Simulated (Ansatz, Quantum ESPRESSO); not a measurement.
# KF (Carobbiite): from the cell to the phonon bands, part 2 of 4

Wanted: phonon bands, density of states and zone-centre response of KF (Carobbiite).

Quantum ESPRESSO 7.5; DFT PBE, scalar-relativistic, plane waves, GBRV ultrasoft pseudopotentials.

So far. Step 2 (A first look): A gap of 6.2 eV opens on this mesh, so the crystal is taken as an insulator; the start stands at 1.1 GPa. Step 4 (Ground state): The cell stands at 0.097 GPa, close enough for phonons. The relaxed cell has a = 5.398 Å (conventional setting).

## 5. Phonons on a q mesh

Linear response treats each wavevector in the unit cell, with no supercell; the 4×4×4 mesh fixes the range of the force constants to be had.

The input, ph.in:

```
phonons
&inputph
   prefix = 'x'
   outdir = './tmp'
   fildyn = 'x.dyn'
   tr2_ph = 1.0d-18
   epsil = .true.
   ldisp = .true.
   nq1 = 4
   nq2 = 4
   nq3 = 4
/
```

Run with:

```console
OMP_NUM_THREADS=1 mpirun -n 2 ph.x -nk 2 -in ph.in > ph.out
```

Numbers of over 12 decimals in the logs are rounded to 6 here.

The program printed:

```text
[banners, grids, parts of the stress and lines that vanish by symmetry left out]
[banner, memory and clock lines left out]
Program PHONON v.7.5

[...]
Exchange-correlation= PBE
                           (   1   4   3   4   0   0   0)
[...]
(   8 q-points):
[...]
kinetic-energy cut-off    =      45.0000  Ry
     charge density cut-off    =     270.0000  Ry
     convergence threshold     =      1.0E-18
[...]
Exchange-correlation= PBE
                           (   1   4   3   4   0   0   0)
[...]
q = (   0.0000000   0.0000000   0.0000000 )
     49 Sym.Ops. (with q -> -q+G )
     G cutoff =  711.6975  (  19795 G-vectors)     FFT grid: ( 40, 40, 40)
     G cutoff =  474.4650  (  10849 G-vectors)  smooth grid: ( 32, 32, 32)
     number of k points=    29
[...]
Mode symmetry, O_h (m-3m)  point group:
[...]
Dielectric constant
[...]
End of electric fields calculation
          Dielectric constant in cartesian axis
          (       1.960803074       0.000000000       0.000000000 )
          (       0.000000000       1.960803074      -0.000000000 )
          (       0.000000000      -0.000000000       1.960803074 )
          Effective charges (d Force / dE) in cartesian axis without acoustic sum rule applied (asr)
           atom    1  K     Mean Z*:        1.12747
      Ex  (        1.12747       -0.00000        0.00000 )
      Ey  (       -0.00000        1.12747       -0.00000 )
      Ez  (       -0.00000       -0.00000        1.12747 )
           atom    2  F     Mean Z*:       -1.13269
      Ex  (       -1.13269        0.00000        0.00000 )
      Ey  (        0.00000       -1.13269        0.00000 )
      Ez  (        0.00000       -0.00000       -1.13269 )
          Effective charges Sum: Mean:       -0.00523
[...]
Effective charges (d Force / dE) in cartesian axis with asr applied:
           atom    1  K     Mean Z*:        1.13008
[...]
atom    2  F     Mean Z*:       -1.13008
[...]
Representation #   1 modes #   1   2   3
[...]
End of self-consistent calculation
     Convergence has been achieved
     Representation #   2 modes #   4   5   6
[...]
End of self-consistent calculation
     Convergence has been achieved
[...]
Dielectric constant in cartesian axis
          (       1.960803074       0.000000000       0.000000000 )
          (       0.000000000       1.960803074      -0.000000000 )
          (       0.000000000      -0.000000000       1.960803074 )
          Effective charges (d Force / dE) in cartesian axis without acoustic sum rule applied (asr)
           atom    1  K     Mean Z*:        1.12747
      Ex  (        1.12747       -0.00000        0.00000 )
      Ey  (       -0.00000        1.12747       -0.00000 )
      Ez  (       -0.00000       -0.00000        1.12747 )
           atom    2  F     Mean Z*:       -1.13269
      Ex  (       -1.13269        0.00000        0.00000 )
      Ey  (        0.00000       -1.13269        0.00000 )
      Ez  (        0.00000       -0.00000       -1.13269 )
          Effective charges Sum: Mean:       -0.00523
[...]
Effective charges (d Force / dE) in cartesian axis with asr applied:
           atom    1  K     Mean Z*:        1.13008
[...]
atom    2  F     Mean Z*:       -1.13008
[...]
Effective charges (d P / du) in cartesian axis
[...]
q = (    0.000000000   0.000000000   0.000000000 )
[...]
freq (    1) =      -0.081605 [THz] =      -2.722046 [cm-1]
     freq (    2) =      -0.081605 [THz] =      -2.722046 [cm-1]
     freq (    3) =      -0.081605 [THz] =      -2.722046 [cm-1]
     freq (    4) =       5.109101 [THz] =     170.421265 [cm-1]
     freq (    5) =       5.109101 [THz] =     170.421265 [cm-1]
     freq (    6) =       5.109101 [THz] =     170.421265 [cm-1]
[...]
Mode symmetry, O_h (m-3m)  point group:
     freq (   1-   3) =         -2.7  [cm-1]   --> T_1u G_15  G_4- I
     freq (   4-   6) =        170.4  [cm-1]   --> T_1u G_15  G_4- I
[...]
Mode symmetry, C_3v (3m)   point group:
[...]
Representation #   1 mode #   1
[...]
End of self-consistent calculation
     Convergence has been achieved
     Representation #   2 mode #   2
[...]
End of self-consistent calculation
     Convergence has been achieved
     Representation #   3 modes #   3   4
[...]
Convergence has been achieved
     Representation #   4 modes #   5   6
[...]
Convergence has been achieved
[...]
q = (   -0.250000000   0.250000000  -0.250000000 )
[...]
freq (    1) =       2.148284 [THz] =      71.659027 [cm-1]
     freq (    2) =       2.148284 [THz] =      71.659027 [cm-1]
     freq (    3) =       3.462762 [THz] =     115.505322 [cm-1]
     freq (    4) =       4.992968 [THz] =     166.547483 [cm-1]
     freq (    5) =       4.992968 [THz] =     166.547483 [cm-1]
     freq (    6) =       8.597138 [THz] =     286.769665 [cm-1]
[...]
Mode symmetry, C_3v (3m)   point group:
     freq (   1-   2) =         71.7  [cm-1]   --> E    L_3
     freq (   3-   3) =        115.5  [cm-1]   --> A_1  L_1
     freq (   4-   5) =        166.5  [cm-1]   --> E    L_3
     freq (   6-   6) =        286.8  [cm-1]   --> A_1  L_1
[...]
Mode symmetry, D_3d (-3m)  point group:
[...]
Representation #   1 mode #   1
[...]
Convergence has been achieved
     Representation #   2 modes #   2   3
[...]
Convergence has been achieved
     Representation #   3 mode #   4
[...]
Convergence has been achieved
     Representation #   4 modes #   5   6
[...]
Convergence has been achieved
[...]
q = (    0.500000000  -0.500000000   0.500000000 )
[...]
freq (    1) =       3.194058 [THz] =     106.542307 [cm-1]
     freq (    2) =       3.194058 [THz] =     106.542307 [cm-1]
[...]
Mode symmetry, D_3d (-3m)  point group:
     freq (   1-   2) =        106.5  [cm-1]   --> E_u  L_3'
     freq (   3-   4) =        159.2  [cm-1]   --> E_g  L_3
     freq (   5-   5) =        189.6  [cm-1]   --> A_2u L_2'
     freq (   6-   6) =        249.6  [cm-1]   --> A_1g L_1
[...]
Mode symmetry, C_4v (4mm)  point group:
[...]
Convergence has been achieved
[...]
Convergence has been achieved
[...]
Convergence has been achieved
[...]
Convergence has been achieved
[...]
q = (    0.000000000   0.500000000   0.000000000 )
[...]
Mode symmetry, C_4v (4mm)  point group:
     freq (   1-   2) =         64.5  [cm-1]   --> E    G_5 D_5
     freq (   3-   3) =        133.6  [cm-1]   --> A_1  G_1 D_1
     freq (   4-   5) =        174.8  [cm-1]   --> E    G_5 D_5
     freq (   6-   6) =        254.9  [cm-1]   --> A_1  G_1 D_1
[...]
Mode symmetry, C_s (m)     point group:
[...]
q = (    0.750000000  -0.250000000   0.750000000 )
[...]
Mode symmetry, C_s (m)     point group:
     freq (   1-   1) =         97.3  [cm-1]   --> A''
     freq (   2-   2) =        124.8  [cm-1]   --> A'
     freq (   3-   3) =        156.8  [cm-1]   --> A'
     freq (   4-   4) =        169.9  [cm-1]   --> A''
     freq (   5-   5) =        178.4  [cm-1]   --> A'
     freq (   6-   6) =        222.1  [cm-1]   --> A'
[...]
Mode symmetry, C_2v (mm2)  point group:
[...]
q = (    0.500000000   0.000000000   0.500000000 )
[...]
Mode symmetry, C_2v (mm2)  point group:
     freq (   1-   1) =        106.0  [cm-1]   --> B_1  D_3  S_3
     freq (   2-   2) =        106.8  [cm-1]   --> B_2  D_4  S_4
     freq (   3-   3) =        155.6  [cm-1]   --> A_1  D_1  S_1
     freq (   4-   4) =        158.9  [cm-1]   --> B_1  D_3  S_3
     freq (   5-   5) =        180.7  [cm-1]   --> B_2  D_4  S_4
     freq (   6-   6) =        243.1  [cm-1]   --> A_1  D_1  S_1
[...]
Mode symmetry, D_4h(4/mmm) point group:
[...]
Convergence has been achieved
[...]
Convergence has been achieved
[...]
Convergence has been achieved
[...]
Convergence has been achieved
[...]
q = (    0.000000000  -1.000000000   0.000000000 )
[...]
freq (    5) =       5.350567 [THz] =     178.475691 [cm-1]
     freq (    6) =       5.892427 [THz] =     196.550222 [cm-1]
[...]
Mode symmetry, D_4h(4/mmm) point group:
     freq (   1-   2) =         90.4  [cm-1]   --> E_u  X_5' M_5'
     freq (   3-   3) =        165.1  [cm-1]   --> A_2u X_4' M_4'
     freq (   4-   5) =        178.5  [cm-1]   --> E_u  X_5' M_5'
     freq (   6-   6) =        196.6  [cm-1]   --> A_2u X_4' M_4'
[...]
Mode symmetry, D_2d (-42m) point group:
[...]
Representation #   1 mode #   1
[...]
Convergence has been achieved
     Representation #   2 mode #   2
[...]
Convergence has been achieved
     Representation #   3 modes #   3   4
[...]
End of self-consistent calculation
     Convergence has been achieved
     Representation #   4 modes #   5   6
[...]
End of self-consistent calculation
     Convergence has been achieved
[...]
q = (   -0.500000000  -1.000000000   0.000000000 )
[...]
freq (    1) =       3.895446 [THz] =     129.938085 [cm-1]
     freq (    2) =       4.062233 [THz] =     135.501497 [cm-1]
     freq (    3) =       4.062233 [THz] =     135.501497 [cm-1]
     freq (    4) =       5.527806 [THz] =     184.387766 [cm-1]
     freq (    5) =       5.590446 [THz] =     186.477209 [cm-1]
     freq (    6) =       5.590446 [THz] =     186.477209 [cm-1]
[...]
Mode symmetry, D_2d (-42m) point group:
     freq (   1-   1) =        129.9  [cm-1]   --> B_2  X_3  W_2
     freq (   2-   3) =        135.5  [cm-1]   --> E    X_5  W_3
     freq (   4-   4) =        184.4  [cm-1]   --> A_1  X_1  W_1
     freq (   5-   6) =        186.5  [cm-1]   --> E    X_5  W_3
```

It took 21 min on 2 MPI ranks of Arm Neoverse V2, shared host.

Numbers from this step:

```
miss of the charge sum rule                                        : 0.005220 e
largest acoustic frequency at the zone centre before the sum rule  : -2.72 cm⁻¹
highest optical zone-centre mode (no LO-TO term)                   : 170.4 cm⁻¹
lowest optical zone-centre mode                                    : 170.4 cm⁻¹
mean high-frequency dielectric constant                            : 1.961
largest Born charge in size (third of the trace)                   : 1.133 e
lowest mode on the q mesh (acoustic ones at the zone centre apart) : 64.5 cm⁻¹
```

Frequencies (cm⁻¹) at each irreducible wavevector; negative means imaginary. Frequencies by wavevector:

```
  q (fractions)  star  mode 1  mode 2  mode 3  mode 4  mode 5  mode 6
          0 0 0     1   -2.72   -2.72   -2.72   170.4   170.4   170.4
       0 0 0.25     8   71.66   71.66   115.5   166.6   166.6   286.8
       0 0 -0.5     4   106.5   106.5   159.2   159.2   189.6   249.7
    0 0.25 0.25     6    64.5    64.5   133.6   174.8   174.8   254.9
    0 0.25 -0.5    24   97.33   124.8   156.8   169.9   178.4   222.1
   0 0.25 -0.25    12     106   106.8   155.6   158.9   180.7   243.1
    0 -0.5 -0.5     3   90.38   90.38   165.1   178.5   178.5   196.6
0.25 -0.5 -0.25     6   129.9   135.5   135.5   184.4   186.5   186.5
```

Optical modes; normalised displacements of the dynamical-matrix file. Modes at Γ, with each element's share of the kinetic energy:

```
mode  frequency (cm⁻¹)  symmetry  K %  F %
   1             170.4       T1u   33   67
   2             170.4       T1u   33   67
   3             170.4       T1u   33   67
```

Displacements in mode 3 (170.4 cm⁻¹), the largest set to 1:
```
K1   0.43 -0.47  0.49
F2  -0.89  0.96 -1.00
```

Born charge (rows field, columns displacement), before the sum rule (e), principal values of the symmetric part by kind of site:

```csv
atom,atoms with these values,low,middle,high,mean
K1,1,1.13,1.13,1.13,1.13
F2,1,-1.13,-1.13,-1.13,-1.13
```

In full for K1:

```
1.13 0.00 0.00
0.00 1.13 0.00
0.00 0.00 1.13
```

High-frequency dielectric tensor:

```
1.96 0.00 0.00
0.00 1.96 0.00
0.00 0.00 1.96
```

The acoustic modes at Γ come out as far as 2.7 cm⁻¹ from zero, where they should vanish, a small numerical error; the Born charges miss their sum rule by 0.0052 e, which is good.

## 6. Force constants in real space

The dynamical matrices of the mesh are Fourier-transformed to force constants in real space, after the long-range dipole part is taken out.

The input, q2r.in:

```
&input
   fildyn = 'x.dyn'
   zasr = 'crystal'
   flfrc = 'x.fc'
/
```

Run with:

```console
q2r.x < q2r.in > q2r.out
```

The program printed:

```text
[banners, grids, parts of the stress and lines that vanish by symmetry left out]
[banner, memory and clock lines left out]
Program Q2R v.7.5

  reading grid info from file x.dyn0

  reading force constants from file x.dyn1
 macroscopic fields = T
   1.96080   0.00000   0.00000
   0.00000   1.96080  -0.00000
[...]
na=            1
[...]
na=            2
[...]
0.00000  -1.13269   0.00000
   0.00000  -0.00000  -1.13269
  Norm of the difference between old and new effective charges:    0.00640202
  alpha Ewald:    2.635917
  nqs=            1
 q=   0.00000000  0.00000000  0.00000000
  reading force constants from file x.dyn2
  alpha Ewald:    2.635917
  nqs=            8
 q=  -0.25000000  0.25000000 -0.25000000
[...]
reading force constants from file x.dyn7
  alpha Ewald:    2.635917
  nqs=            3
[...]
reading force constants from file x.dyn8
  alpha Ewald:    2.635917
  nqs=            6
[...]
q=  -1.00000000 -0.50000000  0.00000000
 q=   0.00000000 -0.50000000 -1.00000000

      q-space grid ok, #points =   64

      fft-check success (sum of imaginary terms < 10^-12)
```

Wall time 0.52 s (1 thread).

## 7. Dispersion

From the force constants any wavevector is cheap; points of the mesh come back as solved, but for the sum rule and, in polar crystals, the LO-TO term at Γ; the rest is interpolation.

The input, matdyn.in:

```
&input
   asr = 'crystal'
   flfrc = 'x.fc'
   flfrq = 'x.freq'
   flvec = 'x.modes'
   q_in_band_form = .true.
   q_in_cryst_coord = .true.
/
8
  0.0000000   0.0000000   0.0000000  12  ! GAMMA
  0.0000000   0.5000000   0.5000000  12  ! X
  0.0000000   0.6250000   0.3750000   1  ! U
 -0.3750000   0.3750000  -0.0000000  12  ! K
  0.0000000   0.0000000   0.0000000  12  ! GAMMA
  0.0000000   0.5000000   0.0000000  12  ! L
 -0.2500000   0.5000000   0.2500000  12  ! W
  0.0000000   0.5000000   0.5000000   1  ! X
```

Run with:

```console
matdyn.x -in matdyn.in > matdyn.out
```

The program printed:

```text
[banner, memory and clock lines left out]
Program MATDYN v.7.5

 mass for atomic type   1 not given; uses mass from file x.fc
 mass for atomic type   2 not given; uses mass from file x.fc
 Norm of the difference between old and new effective charges:    8.48e-18

 Norm of the difference between old and new force-constants:   5.17759e-06
```

The job ended after 0.54 s (1 thread).

This step gave:

- lowest frequency on the path: 0 cm⁻¹

Matdyn.x, sum rule crystal. Phonon branches along the path, in cm⁻¹:

```
    point  branch 1  branch 2  branch 3  branch 4  branch 5  branch 6
        Γ         0         0         0       170       170       305
  halfway        64        64       134       175       175       255
        X        90        90       165       178       178       197
  halfway        94       107       161       176       184       195
        U       102       140       150       171       190       197
jump to K       102       140       150       171       190       197
  halfway        80        90       131       160       178       269
        Γ         0         0         0       170       170       305
  halfway        72        72       116       166       166       287
        L       106       106       159       159       190       250
  halfway       110       123       165       166       178       225
        W       130       136       136       184       186       186
  halfway       106       111       158       181       182       193
        X        90        90       165       178       178       197
```

The phonon branches as a text plot (rows in cm⁻¹):

```
    298 |****                      *********
    286 |    *                   **         **
    273 |     *                 *             *
    260 |      *               *               **
    247 |                     *                  ****
    235 |       *            *                       *
    222 |        *          *                         *
    209 |         *       **                           **
    197 |          *******                               *   ****
    184 |           ***** *******                ****************
    171 |************* *****     *************  *    *****
    159 |        **   *************           ******** *     ****
    146 |       *         **   *              *         ** **
    133 |      *         *  *   *            *         *****
    121 |     *         *    *   *          *        *****  **
    108 |              *  *****                 *******      **
     95 |    *      ******     ** *        *  **               **
     82 |        ***            **        *  *
     70 |   *  **                ***        *
     57 |  *  *                   *      * *
     44 |    *                     **   ***
     32 | * *                       *   *
     19 | **                         **
      6 |*                             *
         Γ           X  U|K            Γ         L        W     X
```

All branches are real along the path.

## 8. Sums over the zone

Sums over the zone need many more wavevectors than were solved, so the interpolation is sampled on a dense mesh.

The input, matdyn.in:

```
&input
   asr = 'crystal'
   flfrc = 'x.fc'
   dos = .true.
   fldos = 'x.dos'
   nk1 = 14
   nk2 = 14
   nk3 = 14
   deltaE = 1.0
/
```

Run with:

```console
matdyn.x -in matdyn.in > matdyn.out
```

The program printed:

```text
[banner, memory and clock lines left out]
Program MATDYN v.7.5

 mass for atomic type   1 not given; uses mass from file x.fc
 mass for atomic type   2 not given; uses mass from file x.fc
 Norm of the difference between old and new effective charges:    8.48e-18

 Norm of the difference between old and new force-constants:   5.17759e-06
```

The job ended after 2.2 s (1 thread).

Numbers from this step:

```
share of modes beyond 3i cm⁻¹ on the dense interpolated mesh : 0
zero-point energy per atom                                   : 28.8 meV
heat capacity at 300 K                                       : 23.73 J/(mol atoms K)
vibrational entropy at 300 K                                 : 34.51 J/(mol atoms K)
```

The phonon density of states has structure finer than the step of the table below, so its rows give means over 10 cm⁻¹, whole bins alone (the curve runs from 0 to 304 cm⁻¹). Peaks (cm⁻¹: height): total 108.0: 0.0659, 176.0: 0.107, 198.0: 0.0155; F 176.0: 0.0746, 198.0: 0.0148; K 108.0: 0.0593, 156.0: 0.0416, 178.0: 0.0356.

Tetrahedra. Phonon density of states against wavenumber; means over each step; values in 1/cm⁻¹/cell:

```
wavenumber (cm⁻¹)    total        F        K
               10   5.5e-5   1.8e-5   3.6e-5
               20   4.7e-4   1.5e-4   3.2e-4
               30  0.00120   3.8e-4   8.2e-4
               40  0.00258   7.9e-4  0.00178
               50  0.00433  0.00129  0.00303
               60  0.00699  0.00201  0.00498
               70   0.0106  0.00289  0.00772
               80   0.0162  0.00410   0.0121
               90   0.0275  0.00630   0.0212
              100   0.0427  0.00733   0.0354
              110   0.0514  0.00551   0.0459
              120   0.0276  0.00342   0.0241
              130   0.0209  0.00308   0.0179
              140   0.0100  0.00203  0.00797
              150   0.0287  0.00761   0.0211
              160   0.0680   0.0390   0.0290
              170   0.0881   0.0631   0.0250
              180   0.0821   0.0555   0.0266
              190   0.0124  0.00980  0.00260
              200   0.0133   0.0127   6.4e-4
              210   0.0122   0.0116   5.6e-4
              220   0.0120   0.0112   7.5e-4
              230   0.0119   0.0109  0.00105
              240   0.0120   0.0106  0.00138
              250   0.0111  0.00947  0.00167
              260  0.00823  0.00650  0.00173
              270  0.00654  0.00490  0.00164
              280  0.00520  0.00375  0.00145
              290  0.00383  0.00268  0.00115
```

Harmonic thermodynamic functions per atom, summed over the density of states scaled to three modes an atom; melting is ignored. Thermodynamic functions:

```csv
T (K),F_vib (meV/atom),S (J/mol-atom/K),C_V (J/mol-atom/K)
0,28.8,0,0
50,28.39,2.975,7.235
100,24.73,11.32,16.7
200,5.34,25.14,22.34
300,-25.85,34.51,23.73
400,-65.36,41.42,24.25
500,-111.2,46.86,24.5
600,-162.2,51.34,24.63
700,-217.4,55.14,24.71
800,-276.3,58.45,24.77
900,-338.4,61.37,24.8
1000,-403.4,63.98,24.83
```

At 300 K the heat capacity has reached 95 % of the Dulong-Petit value.

(Continued in part 3 of 4.)

[Host names and launcher messages were left out of these logs when they were recorded.]

[Logs are printed without paths, hosts, clocks, repeated set-up lines and the standing remarks that a program may print on its own settings, such as how far it seeks lower states.]

[Hosts, paths, dates, database ids (printed as entryN), source tags and the programs' standing remarks are cut or masked in the printed files.]
